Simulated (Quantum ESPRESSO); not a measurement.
# Collinear magnetic orders of NaTiO2 with Quantum ESPRESSO, part 2 of 2

A self-consistent run ends on one state, which hangs on the start. Several orders of NaTiO2 are started in Quantum ESPRESSO and their energies compared.

Quantum ESPRESSO 7.5; PBEsol with U = 3 eV on Ti d (ortho-atomic projectors); plane waves with GBRV 1.5 PBEsol potentials, no spin-orbit coupling.

So far, absolute magnetization (μB): step 2 (run 1 (ferro +)) 1.08.

### Step 4. Start 3: antiferro q=(1/2,1/2,1/2) +−

This order needs a doubled cell of 8 atoms.

pw.in reads:

```
&CONTROL
  calculation = 'scf'
  prefix = 'pwscf'
  outdir = './tmp'
  pseudo_dir = './pseudo'
  disk_io = 'nowf'
/
&SYSTEM
  ibrav = 0
  celldm(1) = 8
  nat = 8
  ntyp = 4
  ecutwfc = 40
  ecutrho = 280
  nbnd = 45
  occupations = 'smearing'
  smearing = 'fd'
  degauss = 0.00999582
  nspin = 2
  starting_magnetization(1) = 0
  starting_magnetization(2) = 0.0833
  starting_magnetization(3) = -0.0833
  starting_magnetization(4) = 0
/
&ELECTRONS
  conv_thr = 1.6d-08
  electron_maxstep = 150
  mixing_beta = 0.3
/
ATOMIC_SPECIES
Na     22.9898 na_pbesol_v1.5.uspp.F.UPF
Ti1    47.8670 ti_pbesol_v1.4.uspp.F.UPF
Ti2    47.8670 ti_pbesol_v1.4.uspp.F.UPF
O      15.9990 o_pbesol_v1.2.uspp.F.UPF
CELL_PARAMETERS alat
   0.7117613055507    0.4109355813508    2.5506793275295
   0.0000000000000    0.4109355813508    2.5506793275295
   0.3558806527754   -0.2054677906990    2.5506793275295
ATOMIC_POSITIONS crystal
Na      0.0000000000    0.0000000000    0.0000000000
Na      0.5000000000    0.0000000000    0.0000000000
Ti1     0.7500000000    0.5000000000    0.5000000000
Ti2     0.2500000000    0.5000000000    0.5000000000
O       0.6180981950    0.7638036100    0.7638036100
O       0.1180981950    0.7638036100    0.7638036100
O       0.8819018050    0.2361963900    0.2361963900
O       0.3819018050    0.2361963900    0.2361963900
K_POINTS automatic
4 8 8 0 0 0
HUBBARD {ortho-atomic}
U Ti1-3d 3.0000
U Ti2-3d 3.0000
```

Command:

```bash
$ OMP_NUM_THREADS=1 mpirun -n 4 pw.x -nk 4 -in pw.in > pw.out
```

The program printed:

```text
     [... lines left out ...]
Program PWSCF v.7.5 starts
     [... lines left out ...]
     number of atoms/cell      =            8
     [... lines left out ...]
     number of electrons       =        66.00
     number of Kohn-Sham states=           45
     kinetic-energy cutoff     =      40.0000  Ry
     charge density cutoff     =     280.0000  Ry
     scf convergence threshold =      1.6E-08
     [... lines left out ...]
     12 Sym. Ops., with inversion, found ( 6 have fractional translation)
     [... lines left out ...]
     number of k points=    35  Fermi-Dirac smearing, width (Ry)=  0.0100
     [... lines left out ...]
     iteration # 15     ecut=    40.00 Ry     beta= 0.30
     [... lines left out ...]
     Magnetic moment per site  (integrated on atomic sphere of radius R)
     atom   1 (R=0.229)  charge=  8.0037  magn=  0.0000
     atom   2 (R=0.229)  charge=  8.0037  magn=  0.0000
     atom   3 (R=0.202)  charge=  8.8885  magn=  0.6915
     atom   4 (R=0.202)  charge=  8.8885  magn= -0.6915
     atom   5 (R=0.202)  charge=  5.6900  magn=  0.0110
     atom   6 (R=0.202)  charge=  5.6900  magn= -0.0110
     atom   7 (R=0.202)  charge=  5.6900  magn=  0.0110
     atom   8 (R=0.202)  charge=  5.6900  magn= -0.0110
     [... lines left out ...]
     Tr[ns(  3)] (up, down, total) =   1.58992  0.59370  2.18363
     [... lines left out ...]
     Tr[ns(  4)] (up, down, total) =   0.59371  1.58997  2.18368
     [... lines left out ...]
     the Fermi energy is    11.4964 ev
!    total energy              =    -558.07966940 Ry
     estimated scf accuracy    <          5.0E-09 Ry
     smearing contrib. (-TS)   =      -0.00880070 Ry
     [... lines left out ...]
     total magnetization       =    -0.00 Bohr mag/cell
     absolute magnetization    =     2.14 Bohr mag/cell
     convergence has been achieved in  15 iterations
```

Wall time 11 min (4 MPI ranks of Intel Xeon 6975P-C (Granite Rapids), shared host); peak memory 2.5 GiB.

Spin moment in the atom's sphere by atom:

| atom | spin moment in the atom's sphere (μB) |
| --- | --- |
| Na1 | 0.000 |
| Na2 | 0.000 |
| Ti3 | 0.692 |
| Ti4 | -0.692 |
| O5 | 0.011 |
| O6 | -0.011 |
| O7 | 0.011 |
| O8 | -0.011 |

Read from the output:

```yaml
smearing_term_ts: 0.1197 eV
magnetization: 0 μB
absolute_magnetization: 2.144 μB
final_state: antiferromagnetic
```

### Step 5. Run 4 (antiferro q=(0,0,1/2) +−)

The cell is doubled to 8 atoms to hold this order.

pw.in reads:

```
&CONTROL
  calculation = 'scf'
  prefix = 'pwscf'
  outdir = './tmp'
  pseudo_dir = './pseudo'
  disk_io = 'nowf'
/
&SYSTEM
  ibrav = 0
  celldm(1) = 8
  nat = 8
  ntyp = 4
  ecutwfc = 40
  ecutrho = 280
  nbnd = 45
  occupations = 'smearing'
  smearing = 'fd'
  degauss = 0.00999582
  nspin = 2
  starting_magnetization(1) = 0
  starting_magnetization(2) = 0.0833
  starting_magnetization(3) = -0.0833
  starting_magnetization(4) = 0
/
&ELECTRONS
  conv_thr = 1.6d-08
  electron_maxstep = 150
  mixing_beta = 0.3
/
ATOMIC_SPECIES
Na     22.9898 na_pbesol_v1.5.uspp.F.UPF
Ti1    47.8670 ti_pbesol_v1.4.uspp.F.UPF
Ti2    47.8670 ti_pbesol_v1.4.uspp.F.UPF
O      15.9990 o_pbesol_v1.2.uspp.F.UPF
CELL_PARAMETERS alat
   0.3558806527754    0.2054677906754    1.2753396637647
  -0.3558806527754    0.2054677906754    1.2753396637647
   0.0000000000000   -0.8218711627488    2.5506793275295
ATOMIC_POSITIONS crystal
Na      0.0000000000    0.0000000000    0.0000000000
Na      0.0000000000    0.0000000000    0.5000000000
Ti1     0.5000000000    0.5000000000    0.2500000000
Ti2     0.5000000000    0.5000000000    0.7500000000
O       0.7638036100    0.7638036100    0.3819018050
O       0.7638036100    0.7638036100    0.8819018050
O       0.2361963900    0.2361963900    0.1180981950
O       0.2361963900    0.2361963900    0.6180981950
K_POINTS automatic
8 8 4 0 0 0
HUBBARD {ortho-atomic}
U Ti1-3d 3.0000
U Ti2-3d 3.0000
```

The program printed:

```text
     [... lines left out ...]
Program PWSCF v.7.5 starts
     [... lines left out ...]
     number of atoms/cell      =            8
     [... lines left out ...]
     number of electrons       =        66.00
     number of Kohn-Sham states=           45
     kinetic-energy cutoff     =      40.0000  Ry
     charge density cutoff     =     280.0000  Ry
     scf convergence threshold =      1.6E-08
     [... lines left out ...]
      4 Sym. Ops., with inversion, found ( 2 have fractional translation)
     [... lines left out ...]
     number of k points=    78  Fermi-Dirac smearing, width (Ry)=  0.0100
     [... lines left out ...]
     iteration # 44     ecut=    40.00 Ry     beta= 0.30
     [... lines left out ...]
     Magnetic moment per site  (integrated on atomic sphere of radius R)
     atom   1 (R=0.229)  charge=  8.0038  magn= -0.0000
     atom   2 (R=0.229)  charge=  8.0038  magn= -0.0000
     atom   3 (R=0.202)  charge=  8.8884  magn=  0.5838
     atom   4 (R=0.202)  charge=  8.8885  magn= -0.5846
     atom   5 (R=0.202)  charge=  5.6902  magn=  0.0087
     atom   6 (R=0.202)  charge=  5.6902  magn= -0.0087
     atom   7 (R=0.202)  charge=  5.6902  magn=  0.0087
     atom   8 (R=0.202)  charge=  5.6902  magn= -0.0087
     [... lines left out ...]
     Tr[ns(  3)] (up, down, total) =   1.49778  0.68381  2.18159
     [... lines left out ...]
     Tr[ns(  4)] (up, down, total) =   0.68333  1.49843  2.18177
     [... lines left out ...]
     the Fermi energy is    11.5950 ev
!    total energy              =    -558.06788655 Ry
     estimated scf accuracy    <       0.00000002 Ry
     smearing contrib. (-TS)   =      -0.01507620 Ry
     [... lines left out ...]
     total magnetization       =    -0.00 Bohr mag/cell
     absolute magnetization    =     1.72 Bohr mag/cell
     convergence has been achieved in  44 iterations
```

Wall time 15 min (4 MPI ranks); peak memory 1.2 GiB; 58 min of CPU time.

Numbers from this step:

| Quantity | Value |
| --- | --- |
| smearing term TS | 0.2051 eV |
| magnetization | 0 μB |
| absolute magnetization | 1.724 μB |
| final state | antiferromagnetic |
| largest moment | 0.5846 μB |

### Step 6. Run 5 (no spin polarisation)

pw.in reads:

```
&CONTROL
  calculation = 'scf'
  prefix = 'pwscf'
  outdir = './tmp'
  pseudo_dir = './pseudo'
  disk_io = 'nowf'
/
&SYSTEM
  ibrav = 0
  celldm(1) = 8
  nat = 4
  ntyp = 3
  ecutwfc = 40
  ecutrho = 280
  nbnd = 25
  occupations = 'smearing'
  smearing = 'fd'
  degauss = 0.00999582
/
&ELECTRONS
  conv_thr = 8d-09
  electron_maxstep = 150
  mixing_beta = 0.3
/
ATOMIC_SPECIES
Na     22.9898 na_pbesol_v1.5.uspp.F.UPF
Ti     47.8670 ti_pbesol_v1.4.uspp.F.UPF
O      15.9990 o_pbesol_v1.2.uspp.F.UPF
CELL_PARAMETERS alat
   0.3558806527754    0.2054677906754    1.2753396637647
  -0.3558806527754    0.2054677906754    1.2753396637647
   0.0000000000000   -0.4109355813744    1.2753396637647
ATOMIC_POSITIONS crystal
Na      0.0000000000    0.0000000000    0.0000000000
Ti      0.5000000000    0.5000000000    0.5000000000
O       0.7638036100    0.7638036100    0.7638036100
O       0.2361963900    0.2361963900    0.2361963900
K_POINTS automatic
8 8 8 0 0 0
HUBBARD {ortho-atomic}
U Ti-3d 3.0000
```

The program printed:

```text
     [... lines left out ...]
Program PWSCF v.7.5 starts
     [... lines left out ...]
     number of atoms/cell      =            4
     [... lines left out ...]
     number of electrons       =        33.00
     number of Kohn-Sham states=           25
     kinetic-energy cutoff     =      40.0000  Ry
     charge density cutoff     =     280.0000  Ry
     scf convergence threshold =      8.0E-09
     [... lines left out ...]
     12 Sym. Ops., with inversion, found
     [... lines left out ...]
     number of k points=    65  Fermi-Dirac smearing, width (Ry)=  0.0100
     [... lines left out ...]
     iteration # 12     ecut=    40.00 Ry     beta= 0.30
     [... lines left out ...]
     Tr[ns(  2)] =   2.20121
     [... lines left out ...]
     the Fermi energy is    11.9140 ev
!    total energy              =    -279.02477940 Ry
     estimated scf accuracy    <          2.8E-09 Ry
     smearing contrib. (-TS)   =      -0.00947486 Ry
     [... lines left out ...]
     convergence has been achieved in  12 iterations
```

The job ended after 34 s (4 MPI ranks; peak memory 0.44 GiB).

This step gave:

```
smearing term TS : 0.1289 eV
final state      : non-magnetic (no spin polarisation)
```

### Step 7. Ranking

An order is kept where moments of 0.15 μB or more survive with the typed signs; meshes match where a doubled cell samples the same k points as the first cell.

Orders:

| start | final state | typed order kept | energy over the lowest (meV a seeded atom) | largest site moment (μB) | net moment (μB a cell of the first run) | mesh matched | CPU time (s) |
| --- | --- | --- | --- | --- | --- | --- | --- |
| ferro + | ferromagnetic | yes | 0.8417 | 0.6932 | 0.9993 | yes | 280.2 |
| antiferro q=(1/2,1/2,1/2) +- | antiferromagnetic | yes | 0 | 0.6915 | 0 | yes | 2563 |
| antiferro q=(0,0,1/2) +- | antiferromagnetic | yes | 80.16 | 0.5846 | 5.76e-4 | yes | 3486 |
| no spin polarisation | non-magnetic | - | 204.8 | 0 | 0 | yes | 133.9 |

### Step 8. Occupations of the corrected shells in the lowest state

Occupations of the Hubbard shells:

| block | type | shell | spin | electrons | occupation numbers |
| --- | --- | --- | --- | --- | --- |
| 3 | Ti1 | 3d | up | 1.59 | 0.177 0.203 0.203 0.504 0.504 |
| 3 | Ti1 | 3d | down | 0.5937 | 0.071 0.072 0.072 0.189 0.189 |
| 4 | Ti2 | 3d | up | 0.5937 | 0.071 0.072 0.072 0.189 0.189 |
| 4 | Ti2 | 3d | down | 1.59 | 0.177 0.203 0.203 0.504 0.504 |

### Step 9. What came out

```yaml
lowest_state_found: antiferromagnetic (from antiferro q=(1/2,1/2,1/2) +-)
largest_site_moment: 0.692 μB
next_state_with_moments: ferromagnetic, 0.842 meV a seeded atom higher
state_without_moments_under_the_same_u: 205 meV a seeded atom higher
```

**Reading.** The two lowest states lie so close that the mesh, the smearing, the functional or spin–orbit coupling could swap them. Under a U the spinless run pays the Hubbard penalty of a partly filled shell, so its energy overstates what forming the moments gains. The smearing terms TS of the orders run from 60 to 103 meV a seeded atom, so the differences would change at a smaller width: an order with a larger TS is lowered more by the smearing. This is the lowest of 4 collinear or spinless starts, no proof of the ground state. 1 further start did not converge. Energies are free energies at an electronic temperature of 1580 K, which lowers moments and differences where the moments are itinerant. The smearing term is large for its width, so states at the Fermi level are partly filled: at this level the cell is a metal or has a gap of a few widths at most. Degenerate orbitals of a corrected shell are partly filled. Whether a state of lower symmetry lies under this one was not tested; under a U it often does.

[Logs and program files are shortened in this print: banners, set-up blocks, solver, clock and traceback lines can be left out without a mark of their own.]

[Logs are printed without paths, hosts, clocks, repeated set-up lines and the standing remarks that a program may print on its own settings, such as how far it seeks lower states.]

[Hosts, paths, dates, database ids (printed as entryN), source tags and the programs' standing remarks are cut or masked in the printed files.]

[Where a cell is said to come from a database of computed structures, the database is the Materials Project.]
